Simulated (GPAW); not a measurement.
# Quasiparticle gap of AsP (honeycomb bilayer) in GPAW

Wanted: ground state, empty states, screening and self-energy for AsP (honeycomb bilayer).

Calculated with GPAW 26.7.0; LDA and many-body steps on it, plane waves.

### 1. Starting point

The cell holds 4 atoms: 2 P and 2 As. Its edges and angles: a = 3.440 Å, b = 3.440 Å, c = 16.900 Å, α = 90.0°, β = 90.0°, γ = 120.0°. It derives from AsP. Vacuum lies along c.

The start is a generated structure, not a measured one.

### 2. Relaxation

This step: GPAW 26.7.0; DFT, LDA, plane waves, PAW.

Gaps follow bond lengths, so the structure is brought to rest first.

run.py reads:

```python
import json
import numpy as np
from gpaw.mpi import world
from ase import Atoms
from ase.constraints import FixSymmetry
from ase.filters import FrechetCellFilter
from ase.optimize import BFGS
from gpaw import GPAW, PW, FermiDirac

atoms = Atoms(['P', 'As', 'P', 'As'],
    cell=[[3.4400000000, 0.0000000000, 0.0000000000],
      [-1.7200000000, 2.9791273890, 0.0000000000],
      [0.0000000000, 0.0000000000, 16.9000000000]],
    scaled_positions=[[0.3333333333, 0.6666666667, 0.4023668640],
      [0.6666666667, 0.3333333333, 0.3242603551],
      [0.3333333333, 0.6666666667, 0.6757396449],
      [0.6666666667, 0.3333333333, 0.5976331360]],
    pbc=(True, True, False))
atoms.set_constraint(FixSymmetry(atoms))
atoms.calc = GPAW(mode=PW(550),
    xc='LDA',
    kpts={'size': (9, 9, 1), 'gamma': True},
    occupations=FermiDirac(0.02),
    convergence={'density': 1e-5},
    txt='relax.txt')
steps = []
opt = BFGS(FrechetCellFilter(atoms, mask=[1, 1, 0, 0, 0, 1]), logfile='bfgs.log')
opt.attach(lambda: steps.append([atoms.get_potential_energy(), atoms.cell[:], atoms.positions.copy(), atoms.get_forces()]))
converged = opt.run(fmax=0.03, steps=50)
res = {'converged': bool(converged), 'steps': steps, 'cell': atoms.cell[:], 'frac': atoms.get_scaled_positions()}

if world.rank == 0:
    with open('result.json', 'w') as f:
        json.dump(res, f, default=lambda x: x.tolist())
```

Run with:

```console
> mpirun -n 8 gpaw python run.py
```

Numbers of over 12 decimals in the logs are rounded to 6 here.

Log:

```text
Step     Time          Energy          fmax
BFGS:    0       -22.135574        0.417089
BFGS:    1       -22.141972        0.362544
BFGS:    2       -22.153662        0.225423
[...]
BFGS:   12       -22.171734        0.113742
BFGS:   13       -22.172683        0.008248
```

Run time: 3.2 min. Hardware: 8 MPI ranks of Arm Neoverse V1, shared host; peak memory 1.8 GiB; 15 min of CPU time.

The steps of the relaxation:

```csv
step,energy less that of the first step (eV),largest force (eV/Å)
1,0.0000,0.2384
2,-0.0064,0.1387
3,-0.0181,0.2254
4,-0.0210,0.2264
5,-0.0273,0.0894
6,-0.0276,0.0384
7,-0.0277,0.0391
8,-0.0278,0.0591
9,-0.0283,0.0956
10,-0.0293,0.1416
11,-0.0315,0.1962
12,-0.0341,0.1960
13,-0.0362,0.1137
14,-0.0371,0.0082
```

The atoms that moved most (Å):

```csv
atom,dx,dy,dz,length
P3,0.000,0.000,-0.149,0.149
As2,0.000,0.000,0.148,0.148
P1,0.000,0.000,0.147,0.147
As4,0.000,0.000,-0.146,0.146
```

Final coordinates:

```xyz
4
Lattice="3.3933 0.0000 0.0000 -1.6967 2.9387 0.0000 0.0000 0.0000 16.9000" Properties=species:S:1:pos:R:3
P     0.0000    1.9591    6.9466
As    1.6967    0.9796    5.6282
P     0.0000    1.9591   11.2711
As    1.6967    0.9796    9.9536
```

### 3. Ground state

The ground-state density comes first.

run.py reads:

```python
import json
import numpy as np
from gpaw.mpi import world
from ase import Atoms
from gpaw import GPAW, PW, FermiDirac

atoms = Atoms(['P', 'As', 'P', 'As'],
    cell=[[3.3933306315, 0.0000000000, 0.0000000000],
      [-1.6966653157, 2.9387105303, 0.0000000000],
      [0.0000000000, 0.0000000000, 16.9000000000]],
    scaled_positions=[[0.3333333333, 0.6666666667, 0.4110427586],
      [0.6666666667, 0.3333333333, 0.3330287128],
      [0.3333333333, 0.6666666667, 0.6669285866],
      [0.6666666667, 0.3333333333, 0.5889684946]],
    pbc=(True, True, False))
calc = GPAW(mode=PW(450),
    xc='LDA',
    kpts={'size': (12, 12, 1), 'gamma': True},
    occupations=FermiDirac(0.001),
    nbands=-8,
    convergence={'density': 1e-6, 'bands': -3},
    maxiter=100,
    txt='gs.txt')
atoms.calc = calc
res = {'energy': atoms.get_potential_energy(), 'forces': atoms.get_forces(), 'stress': atoms.get_stress()}
kpts = calc.get_ibz_k_points()
res['kpts'] = kpts
res['eigenvalues'] = [calc.get_eigenvalues(kpt=k) for k in range(len(kpts))]
res['n_electrons'] = calc.get_number_of_electrons()
calc.write('gs.gpw')

if world.rank == 0:
    with open('result.json', 'w') as f:
        json.dump(res, f, default=lambda x: x.tolist())
```

Run with:

```console
> mpirun -n 8 gpaw python run.py
```

Log:

```text
__  _  _
 | _ |_)|_||  |
 |__||  | ||/\| - 26.7.0

Input parameters:
  mode=PW(ecut=450.000000),
  convergence={'density': 1e-06, 'bands': -3},
  kpts=MonkhorstPack(size=(12, 12, 1), gamma=True),
  maxiter=100,
  nbands=-8,
  occupations=Occupations(name='fermi-dirac', width=0.001, fixmagmom=False),
  xc=XC(name='LDA')
  [... matrices ...]
Diagonalizing LCAO Hamiltonian
Converting LCAO to pw mode

        P

           As

        P

           As

Atoms  # Å, Bohr magnetons
|   | symbol |         x |        y |         z |    initial magnetic moments |
| 0 |      P | -0.000000 | 1.959140 |  6.946623 | ( 0.0000,  0.0000,  0.0000) |
| 1 |     As |  1.696665 | 0.979570 |  5.628185 | ( 0.0000,  0.0000,  0.0000) |
| 2 |      P | -0.000000 | 1.959140 | 11.271093 | ( 0.0000,  0.0000,  0.0000) |
| 3 |     As |  1.696665 | 0.979570 |  9.953568 | ( 0.0000,  0.0000,  0.0000) |

Unit cell  # Å
| periodic |         x |        y |         z |   lengths |     angles |
|      yes |  3.393331 | 0.000000 |  0.000000 |  3.393331 |  90.000000 |
|      yes | -1.696665 | 2.938711 |  0.000000 |  3.393331 |  90.000000 |
|       no |  0.000000 | 0.000000 | 16.900000 | 16.900000 | 120.000000 |

Number of symmetries: 6
Symmetry operations  # r_c * U_cc + t_c -> r_c
|   | kind |            matrix            |
| 0 |  σ   |  1, 1, 0,  0,-1, 0,  0, 0, 1 |
| 1 |  E   |  1, 0, 0,  0, 1, 0,  0, 0, 1 |
| 2 |  C3  |  0, 1, 0, -1,-1, 0,  0, 0, 1 |
| 3 |  σ   |  0,-1, 0, -1, 0, 0,  0, 0, 1 |
| 4 |  σ   | -1, 0, 0,  1, 1, 0,  0, 0, 1 |
| 5 |  C3  | -1,-1, 0,  1, 0, 0,  0, 0, 1 |

BZ-sampling:
  Number of BZ points: 144
  Number of IBZ points: 19

  Monkhorst-Pack size: [12, 12, 1]
  Monkhorst-Pack shift: [0.041667, 0.041667, 0.0]

K-points  # in reciprocal-cell coordinates
|     |                                coordinates |     weight |
|   0 | ( -0.00000000,  -0.00000000,   0.00000000) | 0.00694444 |
|   1 | (  0.08333333,  -0.00000000,   0.00000000) | 0.04166667 |
|   2 | (  0.16666667,  -0.08333333,   0.00000000) | 0.04166667 |
|   3 | (  0.16666667,  -0.00000000,   0.00000000) | 0.04166667 |
|   4 | (  0.25000000,  -0.08333333,   0.00000000) | 0.08333333 |
|   5 | (  0.25000000,  -0.00000000,   0.00000000) | 0.04166667 |
|   6 | (  0.33333333,  -0.16666667,   0.00000000) | 0.04166667 |
|   7 | (  0.33333333,  -0.08333333,   0.00000000) | 0.08333333 |
|   8 | (  0.33333333,  -0.00000000,   0.00000000) | 0.04166667 |
|   9 | (  0.33333333,   0.33333333,   0.00000000) | 0.01388889 |
| ... |                                            |            |
|  18 | (  0.50000000,   0.50000000,   0.00000000) | 0.02083333 |

Plane wave coefficients: 3692
Cutoff: 450.000000 eV

Spin-components: 1 (collinear spins)
Bands:           18
Projectors:      20
Spin-degeneracy: 2
Datatype:        complex128

  Storage: CPU
  Wave functions: 19_857_888 bytes (2_482_236 per core)
  Projectors: 25_373_968 bytes (3_171_746 per core)
  [... matrices ...]
Parallelization:
  kpt:    4
  domain: 2
  band:   1

Density:
  Valence electrons: 20.0
  Components: 1
  Grid points: [18 18 84]
  Charge: 0.0  # |e|

Potential:
  Grid points: [18 18 84]

species:
  P:
    name:    Phosphorus
    Z:       15.0
    valence: 5
    core:    10
    charge:  0.0  # [|e|]
    compensation charges:
      type: gauss
      rc: 0.30  # [Å]
      lmax: 2
    cutoffs:
      filter: 1.69  # [Å]
      core: 1.81  # [Å]
    projectors
    | kind |    occ | energy [eV] | rcut [Å] |
    |   3s |  2.000 |     -14.015 |    0.953 |
    |   3p |  3.000 |      -5.596 |    0.953 |
    |    s |        |      13.197 |    0.953 |
    |    p |        |      21.615 |    0.953 |
    |    d |        |       0.000 |    0.953 |

    Using partial waves for P as LCAO basis

  As:
    name:    Arsenic
    Z:       33.0
    valence: 5
    core:    28
    charge:  0.0  # [|e|]
    compensation charges:
      type: gauss
      rc: 0.33  # [Å]
      lmax: 2
    cutoffs:
      filter: 1.87  # [Å]
      core: 2.96  # [Å]
    projectors
    | kind |    occ | energy [eV] | rcut [Å] |
    |   4s |  2.000 |     -14.691 |    1.058 |
    |   4p |  3.000 |      -5.342 |    1.058 |
    |    s |        |      12.520 |    1.058 |
    |    p |        |      21.869 |    1.058 |
    |    d |        |       0.000 |    1.058 |

    Using partial waves for As as LCAO basis

Reference energy: -141385.027262  # eV

eigensolver:
  PPCG
  Converge bands: -3
  niter=2

density mixing:
  MSR1-Mixer
  Pratt-step length: 0.05
  Maximum mixing coefficient: 0.75
  Old densities: 10
  SVD Regularization: 0.005
  Good broyden scale: 1.0
  Trust region scale: 1.0
  Backstep threshold: 4.0
  History deletion threshold: 6.0
  Fourier metric: weight=20.0, sigma=0.015

occupation numbers:
  Fermi-Dirac:
    width: 0.0010  # eV

poisson solver:
  ecut: 3600.000000  # eV

xc functional:
  name: None

Initialization done in: 3.950 s

convergence criteria:
- Maximum integral of absolute [dens]ity change: 1e-06 electrons / valence electron
- Maximum [total energy] change in last 3 cyles: 0.0005 eV / valence electron
- Maximum integral of absolute [eigenst]ate change: 4e-08 eV^2 / valence electron
maximum number of iterations: 100

SCF iterations
|iter     |     time |      energy | eigst |  dens |
|iter:   1|  |  -22.376706 | +0.45 |       |
|iter:   2|  |  -22.359952 | -1.11 | -1.03 |
|iter:   3|  |  -22.316394 | -1.65 | -1.06 |
|iter:   4|  |  -22.185761 | -1.63 | -1.35 |
|iter:   5|  |  -22.178647 | -2.67 | -1.85 |
|iter:   6|  |  -22.179268c| -2.79 | -2.15 |
|iter:   7|  |  -22.175464c| -3.28 | -2.16 |
|iter:   8|  |  -22.175422c| -4.63 | -2.98 |
|iter:   9|  |  -22.175423c| -6.27 | -3.48 |
|iter:  10|  |  -22.175423c| -7.34 | -3.98 |
|iter:  11|  |  -22.175423c| -7.74c| -4.92 |
|iter:  12|  |  -22.175423c| -8.27c| -5.57 |
|iter:  13|  |  -22.175423c| -8.64c| -6.23c|

Converged in 13 steps
SCF loop duration: 16.864 s (1.297 s/step)
Energy contributions relative to reference atoms: (reference = -141385.027262)
  [... matrices ...]
Energy contributions:
  Kinetic:          35.286132
  Coulomb:         -34.420438
  Zero:             -0.046321
  External:          0.000000
  Xc:              -22.994796
  Entropy:          -0.000000
  Spinorbit:         0.000000
  ----------------------------
  Free energy:     -22.175423
  Extrapolated:    -22.175423

dipole moment: (0.617099, -0.356289, -0.075485)  # |e|*Ang

Fermi level: 0.685
Eigenvalues  # (at kpt = [-0.000, -0.000, 0.000])
| band index |      eig [eV] | occ [0-2] |
|          0 |       -14.718 |     2.000 |
|        ... |               |           |
|          2 |        -7.933 |     2.000 |
|          3 |        -6.850 |     2.000 |
|          4 |        -1.895 |     2.000 |
|          5 |        -0.605 |     2.000 |
|          6 |        -0.605 |     2.000 |
|          7 |        -0.311 |     2.000 |
|          8 |        -0.311 |     2.000 |
|          9 |         0.038 |     2.000 |
|         10 |         2.295 |     0.000 |
[...]
|         16 |         4.747 |     0.000 |
|         17 |         5.396 |     0.000 |

Gap: 0.653 eV
Transition (v -> c):
  (s=0, k=2, n=9, [0.17, -0.08, 0.00]) -> (s=0, k=9, n=10, [0.33, 0.33, 0.00])
Direct/indirect transitions are different
Direct gap: 1.500 eV
Transition at: (s=0, k=5, n=9, [0.25, -0.00, 0.00])
vacuum-level: 5.481  # V

Forces  # eV/Ang
|        x |       y |        z |
|  0.00000 | 0.00000 | -0.00337 |  # P    0
| -0.00000 | 0.00000 |  0.00155 |  # As   1
|  0.00000 | 0.00000 |  0.00048 |  # P    2
| -0.00000 | 0.00000 |  0.00137 |  # As   3

Force computation time: 0.061  # s

Stress tensor  # eV/Ang^3
|         x |         y |         z |
|  0.000287 | -0.000000 |  0.000000 |
| -0.000000 |  0.000287 | -0.000000 |
|  0.000000 | -0.000000 |  0.000010 |

Stress computation time: 0.458  # s

# Writing to gs.gpw (mode='')
  [... matrices ...]
```

Wall time 28 s (8 MPI ranks); peak memory 1.3 GiB; 96 s of CPU time.

This step gave:

* total energy: -22.18 eV
* gap: 0.6531 eV
* k of the valence top: 0.1667, -0.0833, 0
* k of the conduction bottom: 0.3333, 0.3333, 0
* least direct gap: 1.500 eV

The gap is indirect, with the least direct gap 0.85 eV higher.

### 4. Bands along the symmetry lines

The cheap functional maps the bands first; the places of the edges decide which points the dearer methods must see.

run.py reads:

```python
import json
import numpy as np
from gpaw.mpi import world
from gpaw import GPAW

path = [[0.000000, 0.000000, 0.000000],
    [0.062500, 0.000000, 0.000000],
    [0.125000, 0.000000, 0.000000],
    [0.187500, 0.000000, 0.000000],
    [0.250000, 0.000000, 0.000000],
    [0.312500, 0.000000, 0.000000],
    [0.375000, 0.000000, 0.000000],
    [0.437500, 0.000000, 0.000000],
    [0.500000, 0.000000, 0.000000],
    [0.479167, 0.041667, 0.000000],
    [0.458333, 0.083333, 0.000000],
    [0.437500, 0.125000, 0.000000],
    [0.416667, 0.166667, 0.000000],
    [0.395833, 0.208333, 0.000000],
    [0.375000, 0.250000, 0.000000],
    [0.354167, 0.291667, 0.000000],
    [0.333333, 0.333333, 0.000000],
    [0.291667, 0.291667, 0.000000],
    [0.250000, 0.250000, 0.000000],
    [0.208333, 0.208333, 0.000000],
    [0.166667, 0.166667, 0.000000],
    [0.125000, 0.125000, 0.000000],
    [0.083333, 0.083333, 0.000000],
    [0.041667, 0.041667, 0.000000],
    [0.000000, 0.000000, 0.000000]]
calc = GPAW('gs.gpw').fixed_density(kpts=path,
    symmetry='off',
    nbands=20,
    convergence={'bands': 16},
    txt='bands.txt')
res = {}
kpts = calc.get_ibz_k_points()
res['kpts'] = kpts
res['eigenvalues'] = [calc.get_eigenvalues(kpt=k) for k in range(len(kpts))]
res['n_electrons'] = calc.get_number_of_electrons()

if world.rank == 0:
    with open('result.json', 'w') as f:
        json.dump(res, f, default=lambda x: x.tolist())
```

Run with:

```console
> mpirun -n 8 gpaw python run.py
```

Log:

```text
Diagonalizing LCAO Hamiltonian
Converting LCAO to pw mode
convergence criteria:
- Maximum integral of absolute [eigenst]ate change: 4e-08 eV^2 / valence electron
maximum number of iterations: 100

SCF iterations
|iter     |     time |      energy | eigst |  dens |
|iter:   1|  |             | +0.50 |       |
|iter:   2|  |             | -1.03 |       |
|iter:   3|  |             | -2.28 |       |
[...]
|iter:   7|  |             | -6.07 |       |
|iter:   8|  |             | -6.89 |       |
|iter:   9|  |             | -7.53c|       |
SCF steps: 9
  __  _  _
 | _ |_)|_||  |
 |__||  | ||/\| - 26.7.0

Input parameters:
  mode=PW(ecut=450.000000),
  convergence={'bands': 16},
  gpts=array([18, 18, 84]),
  kpts=KPoints(kpts=array([[0.      , 0.      , 0.      ],
         [0.0625  , 0.      , 0.      ],
         [0.125   , 0.      , 0.      ],
         [0.1875  , 0.      , 0.      ],
[...]
[0.479167, 0.041667, 0.      ],
         [0.458333, 0.083333, 0.      ],
[...]
[0.416667, 0.166667, 0.      ],
[...]
[0.25    , 0.25    , 0.      ],
[...]
[0.125   , 0.125   , 0.      ],
         [0.083333, 0.083333, 0.      ],
         [0.041667, 0.041667, 0.      ],
         [0.      , 0.      , 0.      ]])),
  maxiter=100,
  nbands=20,
  occupations=Occupations(name='fermi-dirac', width=0.001, fixmagmom=False),
  parallel={},
  symmetry=Symmetry(point_group=False, time_reversal=False),
  xc=XC(name='LDA')
  [... matrices ...]
timing:  # [seconds]
  Total: 0.065  # ━━━━━━━━━━━━━━━━━━━━━━━━━━━━━━━━━━━━━━━━━━━━━━━━━━━━━━━━━━━
```

Run time: 9.9 s. Hardware: 8 MPI ranks; peak memory 1.3 GiB.

This step gave:

- gap: 0.6531 eV
- k of the valence top: 0.0833, 0.0833, 0
- k of the conduction bottom: 0.3333, 0.3333, 0
- least direct gap: 1.500 eV

The gap is 0.653 eV, as in the run before at this level.

The electronic bands at the labelled points (eV, zero at the top of the highest filled band):

```csv
point,band 7,band 8,band 9,band 10,band 11,band 12,band 13,band 14
Γ,-0.77,-0.47,-0.47,-0.12,2.13,2.66,3.02,3.02
halfway,-2.08,-1.78,-1.44,-0.40,1.10,1.73,3.81,4.02
M,-2.88,-2.70,-2.58,-1.87,1.06,1.33,2.26,3.43
halfway,-3.70,-2.89,-2.64,-1.82,1.68,2.15,3.00,3.53
K,-3.13,-3.09,-2.24,-2.15,0.65,1.81,3.61,3.73
halfway,-3.35,-3.04,-1.31,-0.48,2.31,2.75,3.01,3.57
Γ,-0.77,-0.47,-0.47,-0.12,2.13,2.66,3.02,3.02
```

### 5. Empty states on the mesh, 12×12×1 mesh, 283 bands

The sums over transitions need many empty states on a uniform mesh; this step solves for them.

run.py reads:

```python
import json
import numpy as np
from gpaw.mpi import world
from gpaw import GPAW

calc = GPAW('gs.gpw').fixed_density(kpts={'size': (12, 12, 1), 'gamma': True},
    parallel={'domain': 1, 'band': 1},
    txt='nscf.txt')
calc.diagonalize_full_hamiltonian(nbands=283)
calc.write('full.gpw', mode='all')
res = {}
kpts = calc.get_ibz_k_points()
res['kpts'] = kpts
res['eigenvalues'] = [calc.get_eigenvalues(kpt=k) for k in range(len(kpts))]
res['n_electrons'] = calc.get_number_of_electrons()

if world.rank == 0:
    with open('result.json', 'w') as f:
        json.dump(res, f, default=lambda x: x.tolist())
```

Run with:

```console
> mpirun -n 8 gpaw python run.py
```

Log:

```text
Diagonalizing LCAO Hamiltonian
Converting LCAO to pw mode
convergence criteria:
- Maximum integral of absolute [eigenst]ate change: 4e-08 eV^2 / valence electron
maximum number of iterations: 100

SCF iterations
|iter     |     time |      energy | eigst |  dens |
|iter:   1|  |             | +0.45 |       |
|iter:   2|  |             | -1.08 |       |
|iter:   3|  |             | -2.25 |       |
[...]
|iter:   8|  |             | -6.44 |       |
|iter:   9|  |             | -7.14 |       |
|iter:  10|  |             | -7.66c|       |
SCF steps: 10
  __  _  _
 | _ |_)|_||  |
 |__||  | ||/\| - 26.7.0

Input parameters:
  mode=PW(ecut=450.000000),
  convergence={'density': 1e-06, 'bands': -3},
  gpts=array([18, 18, 84]),
  kpts=MonkhorstPack(size=(12, 12, 1), gamma=True),
  maxiter=100,
  nbands=18,
  occupations=Occupations(name='fermi-dirac', width=0.001, fixmagmom=False),
  parallel={'domain': 1, 'band': 1},
  xc=XC(name='LDA')
Matrix size: 3629x3629
# Writing to full.gpw (mode='all')
  [... matrices ...]

timing:  # [seconds]
  Total: 223.599  # ━━━━━━━━━━━━━━━━━━━━━━━━━━━━━━━━━━━━━━━━━━━━━━━━━━━━━━━━━
```

Elapsed: 3.9 min, on 8 MPI ranks; peak memory 9.8 GiB.

This step gave:

| Quantity | Value |
| --- | --- |
| gap | 0.6531 eV |
| k of the valence top | 0.1667, -0.0833, 0 |
| k of the conduction bottom | 0.3333, 0.3333, 0 |
| least direct gap | 1.500 eV |
| k points computed | 19 |
| lowest point of the top converged band, above the valence top | 74.9880 eV |

On this mesh the gap is 0.653 eV.

(Part 1 of 2 ends here.)

[Paths, hosts, dates, memory and timing lines, banners, echoed tables and standing remarks are left out of the program output.]

[Logs are printed without paths, hosts, clocks, repeated set-up lines and the standing remarks that a program may print on its own settings, such as how far it seeks lower states.]

[Runs of the session that timed out or met a known fault of the program may be left out.]

[Hosts, paths, dates, database ids (printed as entryN), source tags and the programs' standing remarks are cut or masked in the printed files.]
